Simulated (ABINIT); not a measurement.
# How slowly RPA converges: Rb2AlTlH6 (Fm-3m)

Aim: the RPA correlation energy of Rb2AlTlH6 (Fm-3m) as bands and response cutoff rise.

Program: ABINIT 10.8.3. Level of theory: LDA and many-body steps on it, plane waves. Results are calculated unless marked as measured.

### Step 1. Set-up

It takes space group Fm-3m (No. 225, cubic). Conventional cell: a = 8.687 Å, b = 8.687 Å, c = 8.687 Å, α = 90.00°, β = 90.00°, γ = 90.00°. Nearest to Rb lie 12 H at 3.10 Å. Nearest to Al lie 6 H at 1.79 Å. Nearest to Tl lie 6 H at 2.56 Å. H has 1 Al at 1.79 Å and 4 H at 2.53 Å and 1 Tl at 2.56 Å and 4 Rb at 3.10 Å nearest. Farther neighbours are not listed.

As a file:

```cif
data_structure
_symmetry_space_group_name_H-M 'P 1'
_symmetry_Int_Tables_number 1
_cell_length_a 6.1424
_cell_length_b 6.1424
_cell_length_c 6.1424
_cell_angle_alpha 60.000
_cell_angle_beta 60.000
_cell_angle_gamma 60.000
_cell_volume 163.87
loop_
_atom_site_label
_atom_site_type_symbol
_atom_site_fract_x
_atom_site_fract_y
_atom_site_fract_z
_atom_site_occupancy
Rb1 Rb 0.25000 0.25000 0.25000 1
Rb2 Rb 0.75000 0.75000 0.75000 1
Al3 Al 0.50000 0.50000 0.50000 1
Tl4 Tl 0.00000 0.00000 0.00000 1
H5 H 0.29416 0.70584 0.70584 1
H6 H 0.29416 0.70584 0.29416 1
H7 H 0.70584 0.29416 0.70584 1
H8 H 0.70584 0.70584 0.29416 1
H9 H 0.29416 0.29416 0.70584 1
H10 H 0.70584 0.29416 0.29416 1
```

The cell and positions are those that the Materials Project relaxed with its own functionals (PBE, PBE+U or r2SCAN), kept fixed. Spin-orbit coupling is left out unless a step names it.

### Step 2. Empty states on the mesh, 2×2×2 mesh, 559 bands

This step: ABINIT 10.8.3; DFT, LDA, plane waves, norm-conserving pseudopotentials.

The sums over transitions need many empty states on a uniform mesh; this step solves for them.

The input, run.abi:

```
acell 3*1.0 Angstrom
rprim 
  0.000000000000 4.343365000000 4.343365000000
  4.343365000000 -0.000000000000 4.343365000000
  4.343365000000 4.343365000000 -0.000000000000
ntypat 4
znucl 37 13 81 1
natom 10
typat 1 1 2 3 4 4 4 4 4 4
xred 
  0.250000000000 0.250000000000 0.250000000000
  0.750000000000 0.750000000000 0.750000000000
  0.500000000000 0.500000000000 0.500000000000
  0.000000000000 0.000000000000 -0.000000000000
  0.294156000000 0.705844000000 0.705844000000
  0.294156000000 0.705844000000 0.294156000000
  0.705844000000 0.294156000000 0.705844000000
  0.705844000000 0.705844000000 0.294156000000
  0.294156000000 0.294156000000 0.705844000000
  0.705844000000 0.294156000000 0.294156000000
pp_dirpath "pseudos"
pseudos "Rb.upf, Al.upf, Tl.upf, H.upf"
ecut 31
ngkpt 2 2 2
nshiftk 1
shiftk 0 0 0
kptopt 1
chksymbreak 0
iscf -2
irdden 1
istwfk *1
nband 559
nbdbuf 50
tolwfr 1e-09
nstep 60
prtvol 0
indata_prefix "in"
outdata_prefix "out"
tmpdata_prefix "tmp"
```

Run with:

```bash
$ OMP_NUM_THREADS=1 mpirun -n 4 abinit run.abi > log
```

Numbers of over 12 decimals in the logs are rounded to 6 here.

Output:

```text
.Version 10.8.3 of ABINIT. v10.8.2 released Aug 2026.

 Symmetries : space group Fm -3 m (#225); Bravais cF (face-center cubic)
[... echo of the input left out ...]
== DATASET  1 ==================================================================
-   mpi_nproc: 4, omp_nthreads: 1 (-1 if OMP is not activated)
-    --> not optimal distribution: autoparal keyword recommended in input file <--

--- !DatasetInfo
iteration_state: {dtset: 1, }
dimensions: {natom: 10, nkpt: 3, mband: 559, nsppol: 1, nspinor: 1, nspden: 1, mpw: 9185, }
cutoff_energies: {ecut:  31.0, pawecutdg:  -1.0, }
electrons: {nelect:   4.00000000E+01, charge:   0.00000000E+00, occopt:   1.00000000E+00, tsmear:   1.00000000E-02, }

 Real(R)+Recip(G) space primitive vectors, cartesian coordinates (Bohr,Bohr^-1):
 R(1)=  0.0000000  8.2077703  8.2077703  G(1)= -0.0609179  0.0609179  0.0609179
 R(2)=  8.2077703  0.0000000  8.2077703  G(2)=  0.0609179 -0.0609179  0.0609179
 R(3)=  8.2077703  8.2077703  0.0000000  G(3)=  0.0609179  0.0609179 -0.0609179
 Unit cell volume ucvol=  1.1058738E+03 bohr^3
 Angles (23,13,12)=  6.00000000E+01  6.00000000E+01  6.00000000E+01 degrees

 getcut: wavevector=  0.0000  0.0000  0.0000  ngfft=  60  60  60
         ecut(hartree)=     31.000   => boxcut(ratio)=   2.06236

--- Pseudopotential description ------------------------------------------------
- Rb Generated using ONCVPSP code by D. R. Hamann
- 37.00000   9.00000  180309                  znucl, zion, pspdat
12 -1012 2 -1 2226                            pspcod,pspxc,lmax,lloc,mmax
     nproj     2     2     2
  pspatm : epsatm=   34.43095479
         --- l  ekb(1:nproj) -->
             0    9.016699   -0.508289
             1    3.217695   -0.387021
             2    1.152608   -1.054299
 pspatm: atomic psp has been read  and splines computed

- Al Generated using ONCVPSP code by D. R. Hamann
- 13.00000   3.00000  180309                  znucl, zion, pspdat
12 -1012 2 -1 1854                            pspcod,pspxc,lmax,lloc,mmax
     nproj     2     2     2
  pspatm : epsatm=    0.57439143
         --- l  ekb(1:nproj) -->
[...]
pspatm: atomic psp has been read  and splines computed

- Tl Generated using ONCVPSP code by D. R. Hamann
- 81.00000  13.00000  180309                  znucl, zion, pspdat
12 -1012 2 -1 1936                            pspcod,pspxc,lmax,lloc,mmax
     nproj     2     2     2
  pspatm : epsatm=   37.12709760
         --- l  ekb(1:nproj) -->
[...]
pspatm: atomic psp has been read  and splines computed

- H Generated using ONCVPSP code by D. R. Hamann
-  1.00000   1.00000  180309                  znucl, zion, pspdat
12 -1012 1 -1 1180                            pspcod,pspxc,lmax,lloc,mmax
     nproj     2     1     0
  pspatm : epsatm=    0.35439867
         --- l  ekb(1:nproj) -->
[...]
1   -0.275071
[...]
-3.3994E-01 -3.3864E-01 -3.3864E-01 -3.3864E-01 -3.3289E-01 -3.3289E-01
 -3.3289E-01 -2.1651E-01 -1.0193E-01 -6.5678E-02 -6.5678E-02 -6.5678E-02
[...]
4.4478E+00  4.4687E+00  4.4688E+00  4.4690E+00  4.5011E+00  4.5012E+00
  4.5024E+00  4.5057E+00  4.5065E+00  4.5602E+00  4.5800E+00  4.5852E+00
  4.5874E+00
 prteigrs : prtvol=0 or 1, do not print more k-points.

--- !ResultsGS
iteration_state: {dtset: 1, }
comment   : Summary of ground state results
lattice_vectors:
- [  0.0000000,   8.2077703,   8.2077703, ]
- [  8.2077703,  -0.0000000,   8.2077703, ]
- [  8.2077703,   8.2077703,  -0.0000000, ]
lattice_lengths: [  11.60754,   11.60754,   11.60754, ]
lattice_angles: [ 60.000,  60.000,  60.000, ] # degrees, (23, 13, 12)
lattice_volume:   1.1058738E+03
convergence: {deltae:  0.000E+00, res2:  0.000E+00, residm:  9.973E-10, diffor:  0.000E+00, }
etotal    :  -1.20744739E+02
entropy   :   0.00000000E+00
fermie    :   7.95730613E-02
cartesian_stress_tensor: null
pressure_GPa: null
xred      :
- [  2.5000E-01,   2.5000E-01,   2.5000E-01, Rb]
- [  7.5000E-01,   7.5000E-01,   7.5000E-01, Rb]
- [  5.0000E-01,   5.0000E-01,   5.0000E-01, Al]
- [  0.0000E+00,   0.0000E+00,   0.0000E+00, Tl]
- [  2.9416E-01,   7.0584E-01,   7.0584E-01,  H]
- [  2.9416E-01,   7.0584E-01,   2.9416E-01,  H]
- [  7.0584E-01,   2.9416E-01,   7.0584E-01,  H]
- [  7.0584E-01,   7.0584E-01,   2.9416E-01,  H]
- [  2.9416E-01,   2.9416E-01,   7.0584E-01,  H]
- [  7.0584E-01,   2.9416E-01,   2.9416E-01,  H]
cartesian_forces: null
force_length_stats: {min: null, max: null, mean: null, }

 Integrated electronic density in atomic spheres:
 ------------------------------------------------
 Atom  Sphere_radius  Integrated_density
[...]
================================================================================

 ----iterations are completed or convergence reached----

 Mean square residual over all n,k,spin=   35.786E-11; max=  99.735E-11
 reduced coordinates (array xred) for   10 atoms
[...]
0.294156000000      0.294156000000      0.705844000000
       0.705844000000      0.294156000000      0.294156000000

 cartesian coordinates (angstrom) at end:
    1      2.171683     2.171683     2.171683
    2      6.515047     6.515047     6.515047
    3      4.343365     4.343365     4.343365
[...]
9      4.343365     4.343365     2.555254
   10      2.555254     4.343365     4.343365
 length scales=  1.889726125908  1.889726125908  1.889726125908 bohr
              =  1.000000000000  1.000000000000  1.000000000000 angstroms
 prteigrs : about to open file out_EIG
 Eigenvalues (hartree) for nkpt=   3  k points:
 kpt#   1, nband=559, wtk=  0.12500, kpt=  0.0000  0.0000  0.0000 (reduced coord)
[...]
4.24513    4.25329    4.28535    4.28535    4.28535    4.29374    4.36877    4.36877
   4.36877    4.37394    4.44778    4.46871    4.46882    4.46899    4.50111    4.50124
   4.50236    4.50567    4.50647    4.56016    4.57998    4.58520    4.58736
 prteigrs : prtvol=0 or 1, do not print more k-points.

== END DATASET(S) ==============================================================
================================================================================

 -outvars: echo values of variables after computation  --------
            nband         559
             nkpt           3
          spgroup         225
 [... the other variables as echoed above ...]

 Calculation completed.
```

Elapsed: 18 min, on 4 MPI ranks of Arm Neoverse N1, shared host; peak memory 0.65 GiB; 71 min of CPU time.

This step gave:

* gap: 0.4014 eV
* k of the valence top: 0.5, 0.5, 0
* k of the conduction bottom: 0.5, 0, 0
* least direct gap: 1.814 eV
* k points computed: 3
* lowest point of the top converged band, above the valence top: 109.3800 eV

On this mesh the gap is 0.401 eV.

The density comes from a self-consistent run that is not shown.

### Step 3. RPA energy: 2×2×2 mesh, 100 bands, screening to 43.5 eV

The RPA dielectric matrix is built and inverted for each q.

This step: RPA screening on LDA, plane waves, norm-conserving pseudopotentials.

run.abi: that of step 2 with these lines changed.

```diff
@@ -28,10 +28,15 @@
 chksymbreak 0
-iscf -2
-irdden 1
 istwfk *1
-nband 559
-nbdbuf 50
-tolwfr 1e-09
-nstep 60
-prtvol 0
+occopt 1
+irdwfk 1
+optdriver 3
+nband 100
+ecuteps 1.6
+inclvkb 2
+awtr 1
+symchi 1
+gwcalctyp 1
+nfreqre 0
+nfreqim 8
+gwrpacorr 1
 indata_prefix "in"
```

Output:

```text
.Version 10.8.3 of ABINIT. v10.8.2 released Aug 2026.

 Symmetries : space group Fm -3 m (#225); Bravais cF (face-center cubic)
[... echo of the input left out ...]
== DATASET  1 ==================================================================
-   mpi_nproc: 4, omp_nthreads: 1 (-1 if OMP is not activated)

--- !DatasetInfo
iteration_state: {dtset: 1, }
dimensions: {natom: 10, nkpt: 3, mband: 100, nsppol: 1, nspinor: 1, nspden: 1, mpw: 9185, }
cutoff_energies: {ecut:  31.0, pawecutdg:  -1.0, }
electrons: {nelect:   4.00000000E+01, charge:   0.00000000E+00, occopt:   1.00000000E+00, tsmear:   1.00000000E-02, }

 SCREENING: Calculation of the susceptibility and dielectric matrices

 Based on a program developped by R.W. Godby, V. Olevano, G. Onida, and L. Reining.
 Incorporated in ABINIT by V. Olevano, G.-M. Rignanese, and M. Torrent.
.Using double precision arithmetic ; gwpc =  8

[... cell and pseudopotentials left out ...]
--------------------------------------------------------------------------------

 ==== K-mesh for the wavefunctions ====
 Number of points in the irreducible wedge :     3
[... list of points left out ...]
 Together with 48 symmetry operations and time-reversal symmetry
 yields     8 points in the full Brillouin Zone.

 ==== Q-mesh for the screening function ====
 Number of points in the irreducible wedge :     3
[... list of points left out ...]
 Together with 48 symmetry operations and time-reversal symmetry
 yields     8 points in the full Brillouin Zone.

 setmesh: FFT mesh size selected  =    36x   36x   36
          total number of points  =        46656

 vcoul_init : cutoff-mode = AUXILIARY_FUNCTION
 q-points for optical limit:   1
     1)      0.000010    0.000020    0.000030

- screening: taking advantage of time-reversal symmetry
- Maximum band index for partially occupied states nbvw = 20
- Remaining bands to be divided among processors   nbcw = 80
- Number of bands treated by each node ~20

 Number of electrons calculated from density =   40.0000; Expected =   40.0000
 average of density, n =  0.036170
 r_s =    1.8758
 omega_plasma =   18.3456 [eV]

 calculating chi0 at frequencies [eV] :
  1    0.000000E+00    0.000000E+00
  2    0.000000E+00    1.343289E+03
  3    0.000000E+00    2.404413E+02
[...]
8    0.000000E+00    3.079585E+00
  9    0.000000E+00    5.512287E-01

--------------------------------------------------------------------------------
  q-point number  1        q = ( 0.000000, 0.000000, 0.000000) [r.l.u.]
--------------------------------------------------------------------------------
[... chi0 elements left out ...]
  [... further frequencies ...]

 For q-point:  0.000010 0.000020 0.000030
  dielectric constant =   9.0422
  dielectric constant without local fields =  10.5384

  Average fulfillment of the sum rule on Im[epsilon] for q-point    1 :     65.33  [%]
[... wings left out ...]
  q-point number  2        q = ( 0.500000, 0.000000, 0.000000) [r.l.u.]
--------------------------------------------------------------------------------
[... chi0 elements left out ...]
  [... further frequencies ...]

  Average fulfillment of the sum rule on Im[epsilon] for q-point    2 :     73.95  [%]

 [... 1 further q-points ...]
```

Elapsed: 30 s, on 4 MPI ranks; peak memory 1.2 GiB; 2 min of CPU time.

Numbers from this step:

* ε∞ with local fields, on this mesh, along the program's q direction: 9.042
* the same without local fields: 10.54
* plasma frequency: 18.35 eV
* plane waves in the screening matrix: 113
* RPA correlation energy: -21.53 eV

Local fields lower ε∞ by 14 %. On a Γ-centred mesh this coarse the value itself is usually too large, while a short band sum pulls it down.

### Step 4. RPA energy: 2×2×2 mesh, 192 bands, screening to 70.7 eV

run.abi: that of step 3 with these lines changed.

```diff
@@ -32,4 +32,4 @@
 optdriver 3
-nband 100
-ecuteps 1.6
+nband 192
+ecuteps 2.6
 inclvkb 2
```

Output:

```text
.Version 10.8.3 of ABINIT. v10.8.2 released Aug 2026.

 Symmetries : space group Fm -3 m (#225); Bravais cF (face-center cubic)
[... echo of the input left out ...]
== DATASET  1 ==================================================================
-   mpi_nproc: 4, omp_nthreads: 1 (-1 if OMP is not activated)

--- !DatasetInfo
iteration_state: {dtset: 1, }
dimensions: {natom: 10, nkpt: 3, mband: 192, nsppol: 1, nspinor: 1, nspden: 1, mpw: 9185, }
cutoff_energies: {ecut:  31.0, pawecutdg:  -1.0, }
electrons: {nelect:   4.00000000E+01, charge:   0.00000000E+00, occopt:   1.00000000E+00, tsmear:   1.00000000E-02, }

 SCREENING: Calculation of the susceptibility and dielectric matrices

 Based on a program developped by R.W. Godby, V. Olevano, G. Onida, and L. Reining.
 Incorporated in ABINIT by V. Olevano, G.-M. Rignanese, and M. Torrent.
.Using double precision arithmetic ; gwpc =  8

[... cell and pseudopotentials left out ...]
--------------------------------------------------------------------------------

 ==== K-mesh for the wavefunctions ====
 Number of points in the irreducible wedge :     3
[...]
- Number of bands treated by each node ~43

 Number of electrons calculated from density =   40.0000; Expected =   40.0000
 average of density, n =  0.036170
 r_s =    1.8758
 omega_plasma =   18.3456 [eV]

 calculating chi0 at frequencies [eV] :
  1    0.000000E+00    0.000000E+00
  2    0.000000E+00    1.343289E+03
  3    0.000000E+00    2.404413E+02
[...]
8    0.000000E+00    3.079585E+00
  9    0.000000E+00    5.512287E-01

--------------------------------------------------------------------------------
  q-point number  1        q = ( 0.000000, 0.000000, 0.000000) [r.l.u.]
--------------------------------------------------------------------------------
[... chi0 elements left out ...]
  [... further frequencies ...]

 For q-point:  0.000010 0.000020 0.000030
  dielectric constant =   9.0146
  dielectric constant without local fields =  10.5611

  Average fulfillment of the sum rule on Im[epsilon] for q-point    1 :     86.09  [%]
[... wings left out ...]
  q-point number  2        q = ( 0.500000, 0.000000, 0.000000) [r.l.u.]
--------------------------------------------------------------------------------
[... chi0 elements left out ...]
  [... further frequencies ...]

  Average fulfillment of the sum rule on Im[epsilon] for q-point    2 :     92.90  [%]

 [... 1 further q-points ...]
```

It took 72 s on 4 MPI ranks; peak memory 1.6 GiB.

This step gave:

| Quantity | Value |
| --- | --- |
| ε∞ with local fields, on this mesh, along the program's q direction | 9.015 |
| the same without local fields | 10.56 |
| plasma frequency | 18.35 eV |
| plane waves in the screening matrix | 229 |
| RPA correlation energy | -32.52 eV |

(Continued in part 2 of 2.)

[Paths, hosts, dates, memory and timing lines, banners, echoed tables and standing remarks are left out of the program output.]

[Logs are printed without paths, hosts, clocks, repeated set-up lines and the standing remarks that a program may print on its own settings, such as how far it seeks lower states.]

[Runs of the session that timed out or met a known fault of the program may be left out.]

[Hosts, paths, dates, database ids (printed as entryN), source tags and the programs' standing remarks are cut or masked in the printed files.]

[G0W0 gaps are taken among the corrected bands and points alone; a level outside them can change the order at an edge.]

[Where Ansatz stands beside ABINIT at settings called matched, ABINIT's density can come from a denser mesh and the files from another edition; pairs whose starting gaps differed by over 0.03 eV were left out, so agreement reads better than it is.]
